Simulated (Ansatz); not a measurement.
**Resistivity from frozen vibrations: Ru(0001) with 2 thermally displaced layers, 2x2**

How much do lattice vibrations at 180 K scatter the electrons of Ru? Layers with random displacements are laid between perfect leads, and the resistance is followed against their length.

Program: Ansatz 0.2.0. Level of theory: Ansatz plane-wave DFT, PBE, PAW files; ballistic transport by layer matching (Landauer), zero bias; PAW set soft_1. Results are calculated unless marked as measured.

This is a report of a sequence of runs, with most program output left out.

**1. Set-up**

The cell holds 48 atoms: 48 Ru. Cell: a = 5.412 Å, b = 5.412 Å, c = 25.691 Å, α = 90.0°, β = 90.0°, γ = 120.0°. It derives from Ru. Regions: lead, 40 atoms (40 Ru); scattering region, 8 atoms (8 Ru). The structure is stacked along c, and the current runs across the ab planes.

**2. With 2 displaced layers**

Each atom of 2 layers is moved at random, by amounts drawn from a normal law 0.0304 Å wide in each direction from the Debye model (600 K) at 180 K. The layers about the cell's end stay perfect and serve as the lead. Disorder leaves little or no symmetry, which makes such runs dear. Energies from -0.05 to 0.05 eV in steps of 0.05 eV are too few for the program's thermal sum, so it prints no conductance; for a metal the transmission near the Fermi level serves, at a fraction of the cost.

n

input.yaml

```yaml
crystal:
  lattice:
    - [5.4116, 0.0, 0.0]
    - [-2.7058, 4.6865830751, 0.0]
    - [0.0, 0.0, 25.6914]
  atoms:
    - { symbol: Ru, position: [0.1666666667, 0.3333333333, 0.0416666667] }
    - { symbol: Ru, position: [0.1666666667, 0.8333333333, 0.0416666667] }
    - { symbol: Ru, position: [0.6666666667, 0.3333333333, 0.0416666667] }
    - { symbol: Ru, position: [0.6666666667, 0.8333333333, 0.0416666667] }
    - { symbol: Ru, position: [0.3333333333, 0.1666666667, 0.125] }
    - { symbol: Ru, position: [0.3333333333, 0.6666666667, 0.125] }
    - { symbol: Ru, position: [0.8333333333, 0.1666666667, 0.125] }
    - { symbol: Ru, position: [0.8333333333, 0.6666666667, 0.125] }
[... 36 atom lines left out ...]
    - { symbol: Ru, position: [0.3333333333, 0.1666666667, 0.9583333333] }
    - { symbol: Ru, position: [0.3333333333, 0.6666666667, 0.9583333333] }
    - { symbol: Ru, position: [0.8333333333, 0.1666666667, 0.9583333333] }
    - { symbol: Ru, position: [0.8333333333, 0.6666666667, 0.9583333333] }
kpoints:
  mp_grid: { grid: [5, 5, 1] }
hamiltonian:
  xc: pbe
  pseudopotentials: { kind: paw, azcp: { folder: soft_1 } }
scf:
  occupations: { method: fermi_dirac, width: 0.1 }
output:
  transmission:
    leads: [[0, 8]]
    kmesh: [10, 10]
    e_range: [-0.05, 0.05]
    de: 0.05
  write_potential: true
  write_density: true
  volumetric_format: npy
  elf: true
```

Command:

```
ansatz run input.yaml --threads 4 --pin off --max-ram 15360MiB --backend cpu --events-out ev --progress --plain --runs-dir out
```

Elapsed: 11 min, on 4 threads of Arm Neoverse V1, shared host; peak memory 6.4 GiB; 40 min of CPU time.

Numbers from this step:

| Item | Value |
| --- | --- |
| free energy | -282179.2202 eV |
| energy at zero smearing | -282178.4564 eV |
| Fermi energy | 23.34 eV |
| cell area | 25.36 Å² |
| transmission per spin nearest the Fermi level | 5.047 |
| open channels per spin nearest the Fermi level | 5.16 |
| step of the lead's potential | 0.9 meV |

Per spin. Table of transmission, zone mean by energy, zero at the Fermi level:

| energy (eV) | transmission, zone mean |
| --- | --- |
| -0.0500 | 5.08 |
| 0.0000 | 5.05 |
| 0.0500 | 5.43 |

Per spin. Open channels, zone mean, lead against energy, zero at the Fermi level:

| energy (eV) | open channels, zone mean, lead |
| --- | --- |
| -0.0500 | 5.16 |
| 0.0000 | 5.16 |
| 0.0500 | 5.64 |

Transmission over k1 and k2. At 0.0000 eV from the Fermi level.

Values, 10 rows by 10 columns:
```
 3.9  3.8  4.8  4.6  4.8  3.9  3.9  2.9  2.0  2.9
 3.0  4.8  5.0  5.0  5.0  5.0  4.8  3.0  2.0  2.0
 3.0  4.6  4.9  6.9  8.9  6.9  5.0  4.7  3.0  2.6
 3.8  4.8  5.0  8.9 11.9 11.9  8.9  5.0  4.8  3.8
 5.8  3.8  5.0  6.9 11.9 11.9 11.9  6.9  5.0  3.8
 3.8  3.8  4.8  5.0  8.9 11.9 11.9  8.9  5.0  4.8
 3.0  2.6  3.0  4.7  5.0  6.9  8.9  6.9  4.9  4.6
 3.0  2.0  2.0  3.0  4.8  5.0  5.0  5.0  5.0  4.8
 3.9  2.9  2.0  2.9  3.9  3.9  4.8  4.6  4.8  3.8
 5.7  3.9  3.0  3.0  3.9  5.5  3.9  3.0  3.0  3.9
```
Columns: k1 (b1) from -0.5 to 0.4; rows upwards: k2 (b2) from -0.5 to 0.4.

Open channels over k1 and k2. At 0.0000 eV from the Fermi level.

Ten even steps from '_' (2.0) to '@' (12.0):
```
::::------::::..__..
..------------..____
..----++##++----....
::----##@@@@##----::
==::--++@@@@@@++--::
::::----##@@@@##----
......----++##++----
..____..------------
::..__..::::------::
==::....::==::....::
```
Columns: k1 (b1) from -0.5 to 0.4; rows upwards: k2 (b2) from -0.5 to 0.4.

Valence density in the ca plane at fractional y = 0.166, with atoms of Ru within 0.2 Å of it. It is the smooth field of the valence electrons, not physical close to the nuclei.

Ten even steps from '0' (0 e/Å³) to '9' (11 e/Å³), each cell a mean:
```
00000013310000000024300000000023200000000133
00000159730000000269720000000279610000000379
00000159830000000269720000000279610000000389
00000024310000000024200000000134300000000134
00000000000000000000000000000000000000000000
01100000000001100000000001000000000011000000
00000000000000000000000000000000000000000000
00000013310000000023200000000023200000000133
00000159730000000169720000000279610000000379
00000159830000000169720000000279610000000389
00000024310000000024310000000134300000000134
00000000000000000000000000000000000000000000
01100000000001100000000011000000000011000000
00000000000000000000000001000000000000000000
```
Columns run along c (16.0 Å, from fractional 0.19 to 0.81 of the cell), rows up along a (5.4 Å). Atoms in or near the plane, at fractional coordinates: Ru at (0.29, 0.33), Ru at (0.29, 0.83), Ru at (0.46, 0.33), Ru at (0.46, 0.84), Ru at (0.62, 0.33), Ru at (0.62, 0.83), Ru at (0.79, 0.33), Ru at (0.79, 0.83).

ELF in the ca plane at fractional y = 0.166, with atoms of Ru within 0.2 Å of it. It is the smooth field of the valence electrons, not physical close to the nuclei.

Values, 8 rows by 16 columns, each cell a mean:
```
0.27 0.28 0.51 0.41 0.28 0.28 0.44 0.50 0.28 0.27 0.34 0.55 0.31 0.26 0.29 0.53
0.29 0.29 0.54 0.45 0.29 0.29 0.46 0.53 0.28 0.29 0.37 0.58 0.33 0.28 0.30 0.56
0.32 0.27 0.34 0.30 0.29 0.29 0.30 0.32 0.27 0.30 0.28 0.36 0.27 0.32 0.27 0.35
0.36 0.27 0.28 0.28 0.31 0.30 0.28 0.28 0.27 0.33 0.26 0.28 0.26 0.37 0.26 0.28
0.27 0.28 0.51 0.41 0.28 0.28 0.41 0.50 0.28 0.26 0.34 0.55 0.31 0.26 0.29 0.53
0.29 0.29 0.54 0.45 0.29 0.29 0.46 0.54 0.29 0.29 0.37 0.58 0.33 0.28 0.30 0.56
0.32 0.27 0.34 0.30 0.30 0.29 0.31 0.34 0.28 0.30 0.28 0.36 0.27 0.32 0.27 0.35
0.36 0.27 0.28 0.28 0.31 0.30 0.28 0.29 0.28 0.36 0.26 0.29 0.26 0.37 0.26 0.28
```
Columns run along c (16.0 Å, from fractional 0.19 to 0.81 of the cell), rows up along a (5.4 Å). Atoms in or near the plane, at fractional coordinates: Ru at (0.29, 0.33), Ru at (0.29, 0.83), Ru at (0.46, 0.33), Ru at (0.46, 0.84), Ru at (0.62, 0.33), Ru at (0.62, 0.83), Ru at (0.79, 0.33), Ru at (0.79, 0.83).

Electrostatic potential energy in the ca plane at fractional y = 0.166, with atoms of Ru within 0.2 Å of it. With pseudopotentials it is smooth inside the atoms' cores, unlike the true potential.

Ten even steps from '0' (-71 eV) to '9' (24 eV), each cell a mean:
```
99999853479999999743479998999743589999999743
99999720048999999510159999999510169999998400
99999610048999999510159999999500169999998400
99999852369999999843479999999742489999999632
87799988899987899988899987899988899987899988
86689999999976789999999976799999999876799999
87799998899987799998899987899998999987899988
99999853479999999853479999999743589999999743
99999720048999999610049999999510169999998400
99999610048999999610049999999500169999998400
99999852369999999842379999999742489999999632
87799988899987899988899987899988899987899988
86689999999976789999999876799999999876799999
87799998899987799988899976799998999987899988
```
Columns run along c (16.0 Å, from fractional 0.19 to 0.81 of the cell; values clipped at the 3rd and 97th percentile), rows up along a (5.4 Å). Atoms in or near the plane, at fractional coordinates: Ru at (0.29, 0.33), Ru at (0.29, 0.83), Ru at (0.46, 0.33), Ru at (0.46, 0.84), Ru at (0.62, 0.33), Ru at (0.62, 0.83), Ru at (0.79, 0.33), Ru at (0.79, 0.83).

Over the solved energies the transmission per spin lies between 5.05 and 5.43, out of 5.32 channels of the lead on average (up to 5.64).

**3. With 6 displaced layers**

Each atom of 6 layers is moved at random, by amounts drawn from a normal law 0.0304 Å wide in each direction from the Debye model (600 K) at 180 K. A fresh draw is used; the growth of the resistance with length is what counts.

 

System of this step: Ru(0001) with 6 thermally displaced layers, 2x2. The cell holds 64 atoms: 64 Ru. Its edges and angles: a = 5.412 Å, b = 5.412 Å, c = 34.255 Å, α = 90.0°, β = 90.0°, γ = 120.0°. It derives from Ru. Regions: lead, 40 atoms (40 Ru); scattering region, 24 atoms (24 Ru). The structure is stacked along c, and the current runs across the ab planes.

input.yaml

```yaml
crystal:
  lattice:
    - [5.4116, 0.0, 0.0]
    - [-2.7058, 4.6865830751, 0.0]
    - [0.0, 0.0, 34.2552]
  atoms:
    - { symbol: Ru, position: [0.1666666667, 0.3333333333, 0.03125] }
    - { symbol: Ru, position: [0.1666666667, 0.8333333333, 0.03125] }
    - { symbol: Ru, position: [0.6666666667, 0.3333333333, 0.03125] }
    - { symbol: Ru, position: [0.6666666667, 0.8333333333, 0.03125] }
    - { symbol: Ru, position: [0.3333333333, 0.1666666667, 0.09375] }
    - { symbol: Ru, position: [0.3333333333, 0.6666666667, 0.09375] }
    - { symbol: Ru, position: [0.8333333333, 0.1666666667, 0.09375] }
    - { symbol: Ru, position: [0.8333333333, 0.6666666667, 0.09375] }
[... 52 atom lines left out ...]
    - { symbol: Ru, position: [0.3333333333, 0.1666666667, 0.96875] }
    - { symbol: Ru, position: [0.3333333333, 0.6666666667, 0.96875] }
    - { symbol: Ru, position: [0.8333333333, 0.1666666667, 0.96875] }
    - { symbol: Ru, position: [0.8333333333, 0.6666666667, 0.96875] }
kpoints:
  mp_grid: { grid: [5, 5, 1] }
hamiltonian:
  xc: pbe
  pseudopotentials: { kind: paw, azcp: { folder: soft_1 } }
scf:
  occupations: { method: fermi_dirac, width: 0.1 }
output:
  transmission:
    leads: [[0, 8]]
    kmesh: [10, 10]
    e_range: [-0.05, 0.05]
    de: 0.05
  write_potential: true
  write_density: true
  volumetric_format: npy
```

The job ended after 19 min (4 threads; peak memory 10 GiB; 73 min of CPU time).

This step gave:

```
free energy                                    : -376238.8368 eV
energy at zero smearing                        : -376237.7971 eV
Fermi energy                                   : 23.37 eV
transmission per spin nearest the Fermi level  : 4.924
open channels per spin nearest the Fermi level : 5.28
step of the lead's potential                   : 2 meV
```

Per spin. Table of transmission, zone mean by energy, zero at the Fermi level:

| energy (eV) | transmission, zone mean |
| --- | --- |
| -0.0500 | 4.89 |
| 0.0000 | 4.92 |
| 0.0500 | 5.29 |

Over the solved energies the transmission per spin lies between 4.89 and 5.29, out of 5.5 channels of the lead on average (up to 6.06).

**4. With 10 displaced layers**

Each atom of 10 layers is moved at random, by amounts drawn from a normal law 0.0304 Å wide in each direction from the Debye model (600 K) at 180 K. A fresh draw is used; the growth of the resistance with length is what counts.

e

System of this step: Ru(0001) with 10 thermally displaced layers, 2x2. The cell holds 80 atoms: 80 Ru. Its edges and angles: a = 5.412 Å, b = 5.412 Å, c = 42.819 Å, α = 90.0°, β = 90.0°, γ = 120.0°. It derives from Ru. Regions: lead, 40 atoms (40 Ru); scattering region, 40 atoms (40 Ru). The structure is stacked along c, and the current runs across the ab planes.

input.yaml

```yaml
crystal:
  lattice:
    - [5.4116, 0.0, 0.0]
    - [-2.7058, 4.6865830751, 0.0]
    - [0.0, 0.0, 42.819]
  atoms:
    - { symbol: Ru, position: [0.1666666667, 0.3333333333, 0.025] }
    - { symbol: Ru, position: [0.1666666667, 0.8333333333, 0.025] }
    - { symbol: Ru, position: [0.6666666667, 0.3333333333, 0.025] }
    - { symbol: Ru, position: [0.6666666667, 0.8333333333, 0.025] }
    - { symbol: Ru, position: [0.3333333333, 0.1666666667, 0.075] }
    - { symbol: Ru, position: [0.3333333333, 0.6666666667, 0.075] }
    - { symbol: Ru, position: [0.8333333333, 0.1666666667, 0.075] }
    - { symbol: Ru, position: [0.8333333333, 0.6666666667, 0.075] }
[... 68 atom lines left out ...]
    - { symbol: Ru, position: [0.3333333333, 0.1666666667, 0.975] }
    - { symbol: Ru, position: [0.3333333333, 0.6666666667, 0.975] }
    - { symbol: Ru, position: [0.8333333333, 0.1666666667, 0.975] }
    - { symbol: Ru, position: [0.8333333333, 0.6666666667, 0.975] }
kpoints:
  mp_grid: { grid: [5, 5, 1] }
hamiltonian:
  xc: pbe
  pseudopotentials: { kind: paw, azcp: { folder: soft_1 } }
scf:
  occupations: { method: fermi_dirac, width: 0.1 }
output:
  transmission:
    leads: [[0, 8]]
    kmesh: [10, 10]
    e_range: [-0.05, 0.05]
    de: 0.05
  write_potential: true
  write_density: true
  volumetric_format: npy
```

The job ended after 32 min (4 threads; peak memory 8.4 GiB; 2 h of CPU time).

Numbers from this step:

| Item | Value |
| --- | --- |
| free energy | -470298.2915 eV |
| energy at zero smearing | -470297.0122 eV |
| Fermi energy | 23.36 eV |
| transmission per spin nearest the Fermi level | 4.614 |
| step of the lead's potential | 1.1 meV |

Per spin. Transmission, zone mean against energy, zero at the Fermi level:

| energy (eV) | transmission, zone mean |
| --- | --- |
| -0.0500 | 4.66 |
| 0.0000 | 4.61 |
| 0.0500 | 4.82 |

Over the solved energies the transmission per spin lies between 4.61 and 4.82, out of 5.44 channels of the lead on average (up to 5.88).

**5. The fit**

o

This step: Ansatz plane-wave DFT, PBE, PAW files; ballistic transport by layer matching (Landauer), zero bias; resistivity from the slope of the area resistance; PAW set soft_1 (Ansatz 0.2.0).

This step gave:

```yaml
resistivity: 4.599 µΩ cm
intercept: -0.003677 fΩ m²
scatter_about_the_fit: 1.87e-4 fΩ m²
```

Resistance, by row:

| run | length (Å) | T | channels N | RA (fΩ m²) |
| --- | --- | --- | --- | --- |
| n2 | 4.282 | 5.184 | 5.32 | 0.01615 |
| n6 | 12.85 | 5.034 | 5.5 | 0.05514 |
| n10 | 21.41 | 4.699 | 5.44 | 0.09492 |

Area resistance against length of the displaced region:

| length of the displaced region (Å) | area resistance (fΩ m²) |
| --- | --- |
| 4.28 | 0.0161 |
| 12.85 | 0.0551 |
| 21.41 | 0.0949 |

The area resistance goes from 0.016 to 0.095 fΩ m² between 4.3 and 21.4 Å, a slope of 4.6 µΩ cm.

By hand from the end points: (0.09492 − 0.01615) fΩ m² / (21.41 − 4.28) Å = 4.6 µΩ cm, since 1 fΩ m² per Å is 1000 µΩ cm.

**6. Summary of results**

```yaml
resistivity_from_the_slope: 4.60 µΩ cm
area_resistance_over_4p28_a: 0.0161 fΩ m²
area_resistance_over_12p8_a: 0.0551 fΩ m²
area_resistance_over_21p4_a: 0.0949 fΩ m²
```

In words: The slope gives 4.6 µΩ cm. The points scatter by 1.9e-4 fΩ m² about the line, with one random draw a length in a 2x2 cell, so the slope is a rough value. The mean square of the displacements drawn is 0.73, 0.99 and 0.93 of the nominal one at the three lengths; with each resistance scaled back by that, the slope is 4.7 µΩ cm, the value used below. The lead's own channel count moves between the runs (5.32, 5.5 and 5.44), which shifts RA and the slope too. Read with a model of isotropic scattering on a spherical Fermi surface and the lead's 1.6×10¹⁵ S/m², this slope means a mean free path near 114 Å; over these lengths the model's slope is 1.17 times its bulk resistivity, which would be 4.0 µΩ cm. This far under the Debye temperature the model doesn't describe a real metal: frozen displacements count zero-point motion as scattering and turn electrons through all angles, while in the metal the short-wave phonons freeze out.

[Logs are printed without paths, hosts, clocks, repeated set-up lines and the standing remarks that a program may print on its own settings, such as how far it seeks lower states.]

[Hosts, paths, dates, database ids (printed as entryN), source tags and the programs' standing remarks are cut or masked in the printed files.]
